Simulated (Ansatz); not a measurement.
**CdAu (Pm-3m): from the cell to its phonons**

Aim: the vibrations of CdAu (Pm-3m), their spectra, and whether the structure is stable.

Calculated with Ansatz 0.2.0; DFT PBEsol, scalar-relativistic, plane waves, PAW; PAW set soft_1.

### Step 1. The starting structure

Symmetry: Pm-3m, No. 221, cubic system. The conventional cell has a = 3.320 Å, b = 3.320 Å, c = 3.320 Å, α = 90.00°, β = 90.00°, γ = 90.00°. Cd has 8 Au at 2.88 Å nearest. Nearest to Au lie 8 Cd at 2.88 Å. Farther neighbours are not listed.

### Step 2. Bringing the structure to rest

The cell and atoms are relaxed, since residual forces and stress would shift the frequencies.

Input file input.yaml:

```yaml
crystal:
  lattice:
    - [3.32, 0.0, 0.0]
    - [0.0, 3.32, 0.0]
    - [0.0, 0.0, 3.32]
  atoms:
    - { symbol: Cd, position: [0.5, 0.5, 0.5] }
    - { symbol: Au, position: [0.0, 0.0, 0.0] }
kpoints:
  mp_grid: { grid: [12, 12, 12] }
hamiltonian:
  xc: pbesol
  pseudopotentials: { kind: paw, azcp: { folder: soft_1 }, xc_functional: pbe }
scf:
  occupations: { method: gaussian, width: 0.1 }
output:
  forces: true
  stress: true
  eigenvalues: true
relax:
  adjacent_minimum: "off"
  f_tol: 0.005
  max_steps: 80
  cell: { stress_tol: 0.05 }
```

Command:

```sh
ansatz run input.yaml --threads 4 --pin off --max-ram 10240MiB --backend cpu --events-out ev --progress --plain --runs-dir out
```

Numbers of over 12 decimals in the logs are rounded to 6 here.

What it wrote:

```text
Engine: ansatz 0.2.0, aarch64-unknown-linux-gnu
Pseudopotentials: kind: paw
Pseudopotential: Cd, paw, valence charge 20, recommended cutoff 420 eV (normal), soft_1/Cd.paw.azcp
Pseudopotential: Au, paw, valence charge 19, recommended cutoff 420 eV (normal), soft_1/Au.paw.azcp
Functional definition: PBEsol
  exchange = pbesol_x
  correlation = pbesol_c
Crystal: 2 atoms, lattice volume = 36.594 Å³
Basis set: ecut = 420 eV, 739 PW (Γ), exchange–correlation on 48×48×48 points (8 copies of the dense FFT grid, shifted against one another)
Bands: 24, of which v1, the nominal top of the filled ones, is band 20 counted from 1 (19 counted from 0)
Symmetry: 48 space group operations
Space group: Pm-3m (ITA 221), of the structure as read, at distance tolerance 3.3e-5 Å
k-points: 84 of 1728
Non-local potential: Cd, projectors of the file, l = 0: 3, l = 1: 2, l = 2: 2, l = 3: 1
Non-local potential: Au, projectors of the file, l = 0: 3, l = 1: 2, l = 2: 2, l = 3: 1
PAW form: soft (Blöchl's): semilocal exchange-correlation on the pseudo side does not see the compensation charge
PAW frozen core: Cd, regenerated for the run's functional, and the local potential with it (the file was generated under x = pbe(κ = 0.804, μ = 0.219515), c = pbe(β = 0.066725))
PAW frozen core: Au, regenerated for the run's functional, and the local potential with it (the file was generated under x = pbe(κ = 0.804, μ = 0.219515), c = pbe(β = 0.066725))
PAW one-centre angular grid: Cd, 590 points (default); XC on 64 Gauss nodes
PAW one-centre angular grid: Au, 590 points (default); XC on 64 Gauss nodes
Initial density: superposition of atomic densities (chi_scale 0.1, normalization cell, long waves kept (reshape's long-wave potential 0.00 eV rms))
Initial wavefunctions: pseudopotential atomic-orbital guess
Functional: x = pbesol(κ = 0.804, μ = 0.123457), c = pbesol(β = 0.046)
SCF iter   1: F=—  HF=-21197.122366 eV  |F-HF|=—  |Δ(HF+E_count)|=         —  Δρ=1.68e-1  dr2=1.58e1  ethr=3.10e-3  ⟨swp⟩=5.2  Hψ=7671  notcnv=0
preconditioner: auto → Kerker (q_TF=auto, 2.757 Å⁻¹)  [metal: Δε(μ)=0.034 eV  Ē_g=13.050 eV  σ=0.100 eV  W_gap=0.19  n_scr=18 (ndim 8)  ℏωp=29.4 eV  f_vac=0.000  D(μ)=0.88/eV (n_scr^D=6)]
SCF iter   2: F=—  HF=-21193.618096 eV  |F-HF|=—  |Δ(HF+E_count)|=    3.50e0  Δρ=4.24e-2  dr2=1.21e0  ethr=3.10e-3  ⟨swp⟩=3.0  Hψ=4586  notcnv=0  defer=32
SCF iter   3: F=—  HF=-21193.358322 eV  |F-HF|=—  |Δ(HF+E_count)|=   2.60e-1  Δρ=1.70e-2  dr2=1.27e-1  ethr=3.10e-3  ⟨swp⟩=2.2  Hψ=3038  notcnv=0  defer=34
SCF iter   4: F=—  HF=-21193.343377 eV  |F-HF|=—  |Δ(HF+E_count)|=   1.49e-2  Δρ=4.37e-3  dr2=4.58e-3  ethr=3.25e-4  ⟨swp⟩=2.4  Hψ=4019  notcnv=0  defer=37
SCF iter   5: F=—  HF=-21193.342217 eV  |F-HF|=—  |Δ(HF+E_count)|=   1.16e-3  Δρ=1.27e-3  dr2=8.37e-4  ethr=1.18e-5  ⟨swp⟩=2.0  Hψ=3655  notcnv=0  defer=37
SCF iter   6: F=—  HF=-21193.341964 eV  |F-HF|=—  |Δ(HF+E_count)|=   2.53e-4  Δρ=4.85e-4  dr2=1.31e-4  ethr=2.15e-6  ⟨swp⟩=2.1  Hψ=3027  notcnv=0  defer=37
SCF iter   7: F=—  HF=-21193.341932 eV  |F-HF|=—  |Δ(HF+E_count)|=   3.18e-5  Δρ=8.27e-5  dr2=2.69e-6  ethr=3.36e-7  ⟨swp⟩=2.0  Hψ=2495  notcnv=0  defer=37
SCF iter   8: F=—  HF=-21193.341972 eV  |F-HF|=—  |Δ(HF+E_count)|=   3.95e-5  Δρ=2.25e-5  dr2=2.71e-7  ethr=6.91e-9  ⟨swp⟩=2.0  Hψ=2341  notcnv=0  defer=37
SCF iter   9: F=-21193.341972 eV  HF=-21193.341972 eV  |F-HF|=1.11e-9  |Δ(HF+E_count)|=   5.34e-8  Δρ=2.37e-6  dr2=1.94e-9  ethr=2.56e-10  ⟨swp⟩=6.7  Hψ=7827  notcnv=0
SCF 1 converged in 9 iterations: F = -21193.341972 eV  dr2 = 1.94e-9
  greatest PAW one-centre occupation: 1.000 electrons in one spin orbital (limit 2), on the Au atom at site 1 (counted from 0), in its partial waves of l = 0
relax step   1: F+E_penalty+E_count = -21193.34197166 eV  Δ(F+E_penalty+E_count) = +0.000e0 eV  max|allowed force component| = 2.255e-29 eV/Å  Δτ_max = 0.0000 Å  P = -0.265 GPa  Ω = 36.594 Å³  (9 SCF iters, dr2 threshold 1.00e-7 eV, accepted)
Crystal: 2 atoms, lattice volume = 36.385 Å³
Initial density: handed on by an earlier stage of this run
Initial wavefunctions: those handed on with the density
iter 1 solved again at ethr=6.09e-7 eV; its pass at ethr=3.10e-3 eV (dr2=2.37e-4 eV) is discarded
SCF iter   1: F=—  HF=-21193.341993 eV  |F-HF|=—  |Δ(HF+E_count)|=         —  Δρ=6.62e-4  dr2=2.82e-4  ethr=6.09e-7  ⟨swp⟩=2.1  Hψ=9552  notcnv=0
preconditioner: auto → Kerker (q_TF=auto, 2.760 Å⁻¹)  [metal: Δε(μ)=0.033 eV  Ē_g=12.888 eV  σ=0.100 eV  W_gap=0.18  n_scr=18 (ndim 8)  ℏωp=29.5 eV  f_vac=0.000  D(μ)=0.50/eV (n_scr^D=0)]
SCF iter   2: F=—  HF=-21193.341940 eV  |F-HF|=—  |Δ(HF+E_count)|=   5.26e-5  Δρ=3.09e-4  dr2=5.73e-5  ethr=6.09e-7  ⟨swp⟩=2.0  Hψ=2286  notcnv=0
SCF iter   3: F=—  HF=-21193.341938 eV  |F-HF|=—  |Δ(HF+E_count)|=   1.67e-6  Δρ=1.05e-4  dr2=4.94e-6  ethr=1.47e-7  ⟨swp⟩=2.0  Hψ=2386  notcnv=0
SCF iter   4: F=—  HF=-21193.341937 eV  |F-HF|=—  |Δ(HF+E_count)|=   1.35e-6  Δρ=2.94e-5  dr2=2.12e-7  ethr=1.27e-8  ⟨swp⟩=2.1  Hψ=2673  notcnv=0
SCF iter   5: F=-21193.341937 eV  HF=-21193.341937 eV  |F-HF|=2.35e-8  |Δ(HF+E_count)|=   7.05e-8  Δρ=9.17e-6  dr2=3.68e-8  ethr=4.51e-10  ⟨swp⟩=4.6  Hψ=7241  notcnv=0
SCF 2 converged in 5 iterations: F = -21193.341937 eV  dr2 = 3.68e-8
relax step   2: F+E_penalty+E_count = -21193.34193689 eV  Δ(F+E_penalty+E_count) = +3.476e-5 eV  max|allowed force component| = 2.156e-29 eV/Å  Δτ_max = 0.0000 Å  P = +0.405 GPa  Ω = 36.385 Å³  energy of the carried Pulay correction = +5.372e-5 eV  (5 SCF iters, dr2 threshold 1.76e-7 eV, rejected (line search))
Crystal: 2 atoms, lattice volume = 36.511 Å³
iter 1 solved again at ethr=2.13e-7 eV; its pass at ethr=3.10e-3 eV (dr2=8.30e-5 eV) is discarded
SCF iter   1: F=—  HF=-21193.342060 eV  |F-HF|=—  |Δ(HF+E_count)|=         —  Δρ=4.01e-4  dr2=1.02e-4  ethr=2.13e-7  ⟨swp⟩=2.1  Hψ=9568  notcnv=0
preconditioner: auto → Kerker (q_TF=auto, 2.758 Å⁻¹)  [metal: Δε(μ)=0.029 eV  Ē_g=12.862 eV  σ=0.100 eV  W_gap=0.16  n_scr=18 (ndim 8)  ℏωp=29.5 eV  f_vac=0.000  D(μ)=0.50/eV (n_scr^D=0)]
SCF iter   2: F=—  HF=-21193.342043 eV  |F-HF|=—  |Δ(HF+E_count)|=   1.63e-5  Δρ=1.87e-4  dr2=2.06e-5  ethr=2.13e-7  ⟨swp⟩=2.0  Hψ=2309  notcnv=0
SCF iter   3: F=—  HF=-21193.342066 eV  |F-HF|=—  |Δ(HF+E_count)|=   2.30e-5  Δρ=6.29e-5  dr2=1.70e-6  ethr=5.28e-8  ⟨swp⟩=2.0  Hψ=2399  notcnv=0
SCF iter   4: F=—  HF=-21193.342062 eV  |F-HF|=—  |Δ(HF+E_count)|=   3.92e-6  Δρ=1.69e-5  dr2=7.05e-8  ethr=4.36e-9  ⟨swp⟩=2.2  Hψ=2721  notcnv=0
SCF iter   5: F=—  HF=-21193.342062 eV  |F-HF|=—  |Δ(HF+E_count)|=   2.30e-8  Δρ=5.40e-6  dr2=1.29e-8  ethr=1.81e-10  ⟨swp⟩=2.1  Hψ=3146  notcnv=0
SCF iter   6: F=—  HF=-21193.342062 eV  |F-HF|=—  |Δ(HF+E_count)|=   3.05e-9  Δρ=1.82e-6  dr2=1.07e-9  ethr=3.31e-11  ⟨swp⟩=2.2  Hψ=3076  notcnv=0
SCF iter   7: F=—  HF=-21193.342062 eV  |F-HF|=—  |Δ(HF+E_count)|=  1.02e-10  Δρ=4.67e-7  dr2=8.91e-11  ethr=2.74e-12  ⟨swp⟩=2.0  Hψ=2570  notcnv=0
SCF iter   8: F=-21193.342062 eV  HF=-21193.342062 eV  |F-HF|=0.00e0  |Δ(HF+E_count)|=  1.09e-11  Δρ=5.63e-8  dr2=7.82e-13  ethr=1.00e-12  ⟨swp⟩=5.0  Hψ=7605  notcnv=0
SCF 3 converged in 8 iterations: F = -21193.342062 eV  dr2 = 7.82e-13
relax step   3: F+E_penalty+E_count = -21193.34206233 eV  Δ(F+E_penalty+E_count) = -9.068e-5 eV  max|allowed force component| = 9.598e-30 eV/Å  Δτ_max = 0.0000 Å  P = -0.002 GPa  Ω = 36.511 Å³  energy of the carried Pulay correction = +2.126e-5 eV  (8 SCF iters, accepted)
Initial wavefunctions: pseudopotential atomic-orbital guess (no wavefunctions were taken with the density)
iter 1 solved again at ethr=2.34e-9 eV; its pass at ethr=3.10e-3 eV (dr2=9.12e-7 eV) is discarded
SCF iter   1: F=—  HF=-21193.342011 eV  |F-HF|=—  |Δ(HF+E_count)|=         —  Δρ=4.55e-6  dr2=1.34e-9  ethr=2.34e-9  ⟨swp⟩=4.1  Hψ=14141  notcnv=0
preconditioner: auto → Kerker (q_TF=auto, 2.758 Å⁻¹)  [metal: Δε(μ)=0.030 eV  Ē_g=12.861 eV  σ=0.100 eV  W_gap=0.17  n_scr=18 (ndim 8)  ℏωp=29.5 eV  f_vac=0.000  D(μ)=0.50/eV (n_scr^D=0)]
SCF iter   2: F=—  HF=-21193.342041 eV  |F-HF|=—  |Δ(HF+E_count)|=   3.04e-5  Δρ=2.24e-6  dr2=3.39e-10  ethr=3.43e-12  ⟨swp⟩=2.0  Hψ=3652  notcnv=0
SCF iter   3: F=—  HF=-21193.342041 eV  |F-HF|=—  |Δ(HF+E_count)|=  1.75e-10  Δρ=6.67e-7  dr2=3.93e-11  ethr=1.00e-12  ⟨swp⟩=1.9  Hψ=3539  notcnv=0
SCF iter   4: F=-21193.342041 eV  HF=-21193.342041 eV  |F-HF|=1.09e-11  |Δ(HF+E_count)|=  2.18e-11  Δρ=4.20e-8  dr2=8.61e-13  ethr=1.00e-12  ⟨swp⟩=5.3  Hψ=8227  notcnv=0
SCF 4 converged in 4 iterations: F = -21193.342041 eV  dr2 = 8.61e-13
relax step   4: F+E_penalty+E_count = -21193.34204108 eV  Δ(F+E_penalty+E_count) = +2.126e-5 eV  max|allowed force component| = 3.681e-30 eV/Å  Δτ_max = 0.0000 Å  P = -0.002 GPa  Ω = 36.511 Å³  stress off target by 1.90e-3 GPa  SCF on the basis re-selected at this cell (its energy is not comparable with the rows above)  (4 SCF iters)
basis re-selected at this cell: Δ(F+E_penalty+E_count) = +2.126e-5 eV, ΔP = +0.000 GPa vs the last step (what re-selecting the basis moved, of the pressure what is left beyond the Pulay correction that the steps carried, after the strain that the cell walked since its last selection, with what the two solves' SCF thresholds leave and, on support functions, any second-order correction that the steps lacked; it is no m [...]
SCF converged after 4 iterations
Free energy (F): -21193.342041 eV
Harris-Foulkes:  -21193.342041 eV  (|F-HF|=1.09e-11)
Internal energy: -21193.339522 eV  (E = F + TS)
E sigma→0 (E₀):  -21193.340781 eV
Entropy (-TS):   -0.002520 eV (-1.260 meV/atom)
Fermi energy:    18.382618 eV
--- Per-component energies (eV) ---
  E_band       = -576.027333
  E_kinetic    = 1019.031795
  E_local      = -4468.643951  (includes V_loc(G=0)·N_el)
  E_nonlocal   = 222.832755
  E_hartree    = 2030.771126
  E_xc         = -370.753996
  E_vxc        = -458.277712  (∫ρ·V_xc dr)
  E_paw        = -13618.525005  (= ΣΔE_a)
  E_vpaw       = -952.514367  (= ΣTr[D̂ρ^β])
  E_aug_tail   = 0.001880  (compensation charges beyond the density's cutoff)
  E_ewald      = -6008.705613
  E_core_change = 0.651488  (= ΣΔE_core)
  E_smearing   = -0.002520  (= −TS)
  E_closure    = -0.000000  (closes the sum)
  Σ components = -21193.342041   (vs F -21193.342041, Δ=0.00e0)
--- Forces (eV/Å), atoms counted from 1 ---
  atom   1  Cd    -0.00000000    -0.00000000    -0.00000000
  atom   2  Au     0.00000000     0.00000000    -0.00000000
  max |Σ_I F_I| component: 5.26e-30 eV/Å
--- Stress (GPa, compression-positive) ---
       -0.001896      -0.000000       0.000000
       -0.000000      -0.001896       0.000000
        0.000000       0.000000      -0.001896
  P = ⅓ Tr σ = -0.0019 GPa (-0.019 kbar)
--- Band table (eV; the first three rows and the last of 84) ---
  k-point 0: bands = [... 16 lower, 14.6841, 14.6841, 14.6841, 23.0903, 23.0903, 23.0903, 26.6008, 30.2486]
  k-point 1: bands = [... 16 lower, 14.6034, 14.6034, 14.6683, 22.1794, 23.3174, 23.3174, 27.1953, 30.1978]
  k-point 2: bands = [... 16 lower, 14.3955, 14.3955, 14.6249, 20.4944, 23.9633, 23.9633, 27.8281, 30.0543]
  k-point 83: bands = [... 16 lower, 15.1241, 15.1241, 20.2466, 20.5788, 22.2636, 22.2636, 22.2636, 23.7009]
--- Relaxed structure (3 steps of the walk, 2 accepted, 1 SCFs on fresh bases) ---
  F+E_penalty+E_count = -21193.34204108 eV   max|allowed force component| = 3.681e-30 eV/Å   (the final SCF, on the basis selected at the relaxed cell)
  cell:  # Å, volume = 36.5114 Å³
    - [3.317490, 0, 0.0]
    - [0, 3.317490, 0.0]
    - [0.0, 0.0, 3.317490]
  atoms:
    - { symbol: Cd, position: [0.5, 0.5, 0.5] }
    - { symbol: Au, position: [0, 0, 0] }
```

Run time: 3.5 s. Hardware: 4 threads of Arm Neoverse V2, shared host; peak memory 0.38 GiB; 12 s of CPU time.

Little changed from the start: no atom moved by 0.005 Å and no cell edge by 0.1 %.

Numbers from this step:

```yaml
pressure: -0.001896 GPa
volume_per_atom: 18.26 Å³
gap_on_the_k_mesh: 0 eV
```

In this step the volume went from 18.30 to 18.26 Å³/atom.

### Step 3. Relaxing to small forces for the phonons

Phonons need a cell at rest on their own settings, so the relaxation is repeated with tight tolerances on forces and stress on the k mesh and occupations of the first response run.

input.yaml, the sections that differ from step 2:

```yaml
crystal:
  lattice:
    - [3.3174904026, 0.0, 0.0]
    - [0.0, 3.3174904026, 0.0]
    - [0.0, 0.0, 3.3174904026]
  atoms:
    - { symbol: Cd, position: [0.5, 0.5, 0.5] }
    - { symbol: Au, position: [0.0, 0.0, 0.0] }
scf:
  occupations: { method: methfessel_paxton, width: 0.2 }
relax:
  adjacent_minimum: "off"
  f_tol: 0.001
  max_steps: 60
  cell: { stress_tol: 0.01 }
# kpoints, hamiltonian, output: as in step 2
```

What it wrote:

```text
[...]
Crystal: 2 atoms, lattice volume = 36.511 Å³
Basis set: ecut = 420 eV, 739 PW (Γ), exchange–correlation on 48×48×48 points (8 copies of the dense FFT grid, shifted against one another)
Bands: 24, of which v1, the nominal top of the filled ones, is band 20 counted from 1 (19 counted from 0)
Symmetry: 48 space group operations
[...]
k-points: 84 of 1728
[...]
k-point 83: bands = [... 16 lower, 15.1245, 15.1245, 20.2467, 20.5788, 22.2637, 22.2637, 22.2637, 23.7010]
--- Relaxed structure (1 steps of the walk, 1 accepted, 1 SCFs on fresh bases) ---
[...]
cell:  # Å, volume = 36.5114 Å³
    - [3.3174904026, 0.0, 0.0]
    - [0.0, 3.3174904026, 0.0]
    - [0.0, 0.0, 3.3174904026]
  atoms:
    - { symbol: Cd, position: [0.500000, 0.500000, 0.500000] }
    - { symbol: Au, position: [0.0, 0.0, 0.0] }
[key lines of the parts left out:]
SCF converged after 5 iterations
Free energy (F): -21193.340887 eV
Fermi energy:    18.382196 eV
P = ⅓ Tr σ = 0.0030 GPa (0.030 kbar)
```

Run time: 2 s. Hardware: 4 threads; peak memory 0.38 GiB; 6.7 s of CPU time.

Little changed from the start: no atom moved by 0.005 Å and no cell edge by 0.1 %.

Numbers from this step:

```yaml
pressure: 0.003027 GPa
```

The forces vanish by symmetry and the pressure is 0.003 GPa, within the tolerances set. The cell now holds 18.26 Å³/atom.

### Step 4. Linear response at the zone centre

The zone centre comes first: it holds the modes that light can see, as far as symmetry allows. No field response is asked, since the mesh shows no gap.

input.yaml: that of step 3 with these lines changed.

```diff
@@ -16,9 +16,4 @@
 output:
-  forces: true
-  stress: true
   eigenvalues: true
-relax:
-  adjacent_minimum: "off"
-  f_tol: 0.001
-  max_steps: 60
-  cell: { stress_tol: 0.01 }
+phonons:
+  method: dfpt
```

What it wrote:

```text
[...]
Crystal: 2 atoms, lattice volume = 36.511 Å³
Basis set: ecut = 420 eV, 739 PW (Γ), exchange–correlation on 48×48×48 points (8 copies of the dense FFT grid, shifted against one another)
Bands: 24, of which v1, the nominal top of the filled ones, is band 20 counted from 1 (19 counted from 0)
Symmetry: 48 space group operations
k-points: 196 of 1728 (irreducible under 8 space group operations, time reversal used)
[...]
SCF iter   1: F=—  HF=-21197.117223 eV  |F-HF|=—  |Δ(HF+E_count)|=         —  Δρ=1.68e-1  dr2=1.57e1  ethr=3.10e-3  ⟨swp⟩=4.8  Hψ=17326  notcnv=0
[...]
SCF iter  11: F=-21193.340887 eV  HF=-21193.340887 eV  |F-HF|=3.64e-12  |Δ(HF+E_count)|=  1.09e-11  S|Δr|=    0.00e0  Δρ=7.78e-8  dr2=2.28e-12  ethr=1.00e-12  ⟨swp⟩=6.3  Hψ=20371  notcnv=0
SCF 1 converged in 11 iterations: F = -21193.340887 eV  dr2 = 2.28e-12
[...]
DFPT response loops at Γ: preconditioner auto → Kerker (q_TF=auto, 2.758 Å⁻¹) (partly filled bands, converged f_vac=0.000); β = 1.00, the filter's whole step (`scf.mixing.beta` (0.50) is not read by the response loops under this deck's `scf.mixing.preconditioner`; to damp them name `kerker` or `kerker_dos`, under which they read `scf.mixing.beta`, and type it under 1.00, their step now; both keys bind the ground state too); Broyden in place of MSR1
SCF converged after 11 iterations
[...]
Free energy (F): -21193.340887 eV
[...]
Internal energy: -21193.340712 eV  (E = F + TS)
E sigma→0 (E₀):  -21193.340844 eV
Entropy (-TS):   -0.000175 eV (-0.088 meV/atom)
Fermi energy:    18.382197 eV
[...]
--- Band table (eV; the first three rows and the last of 196) ---
  k-point 0: bands = [... 16 lower, 14.6845, 14.6845, 14.6845, 23.0903, 23.0903, 23.0903, 26.6009, 30.2487]
  k-point 1: bands = [... 16 lower, 14.6038, 14.6038, 14.6687, 22.1794, 23.3174, 23.3174, 27.1954, 30.1978]
  k-point 2: bands = [... 16 lower, 14.3959, 14.3959, 14.6252, 20.4944, 23.9633, 23.9633, 27.8282, 30.0543]
  k-point 195: bands = [... 16 lower, 15.1245, 15.1245, 20.2467, 20.5788, 22.2637, 22.2637, 22.2637, 23.7010]
--- Phonons (Γ-DFPT): 2 representative perturbations + reference, on 196 of 1728 k-points (Σ response iterations 6) ---
  k mesh reduced under 8 symmetry operations, with k and −k counted as one. Each operation leaves every solved perturbation unchanged. A smaller set is not used because it would not reduce the number of displacements times k-points to solve
  ASR residual: 1.555e-4 → 0.000e0 eV/Å²; symmetrization residual: 1.061e-5 eV/Å²
  ASR residual per site (eV/Å²): 5.62e-6 1.55e-4
  Γ frequencies (cm⁻¹): 0.00 0.00 0.00 122.65 122.65 122.65
  non-analytic LO–TO correction: not included (Born effective charges unavailable; polar crystals: no LO–TO splitting at Γ)
```

Run time: 9.5 s. Hardware: 4 threads; peak memory 0.71 GiB; 35 s of CPU time.

Numbers from this step:

- sum-rule residual before enforcement: 1.55e-4 eV/Å²
- point group: m-3m
- highest optical mode at the zone centre (no LO-TO term): 122.7 cm⁻¹
- lowest optical zone-centre mode: 122.7 cm⁻¹

Patterns of degenerate modes are one choice out of their space. Modes at Γ, with each element's share of the kinetic energy:

```csv
mode,frequency (cm⁻¹),symmetry,Cd %,Au %
1,0.0,acoustic,36,64
2,0.0,acoustic,36,64
3,0.0,acoustic,36,64
4,122.7,T1u,64,36
5,122.7,T1u,64,36
6,122.7,T1u,64,36
```

Displacements in mode 6 (122.7 cm⁻¹), the largest set to 1:
```
Cd1  0.00  0.36  1.00
Au2  0.00 -0.21 -0.57
```

Before it was imposed, the acoustic sum rule was missed by 1.6e-4 eV/Å². Small misses are needed for a sound result but don't prove that mesh and cutoff are converged. The lowest optical mode is real, 123 cm⁻¹.

[end of part 1 of 2]

[Logs are printed without paths, hosts, clocks, repeated set-up lines and the standing remarks that a program may print on its own settings, such as how far it seeks lower states.]

[Hosts, paths, dates, database ids (printed as entryN), source tags and the programs' standing remarks are cut or masked in the printed files.]
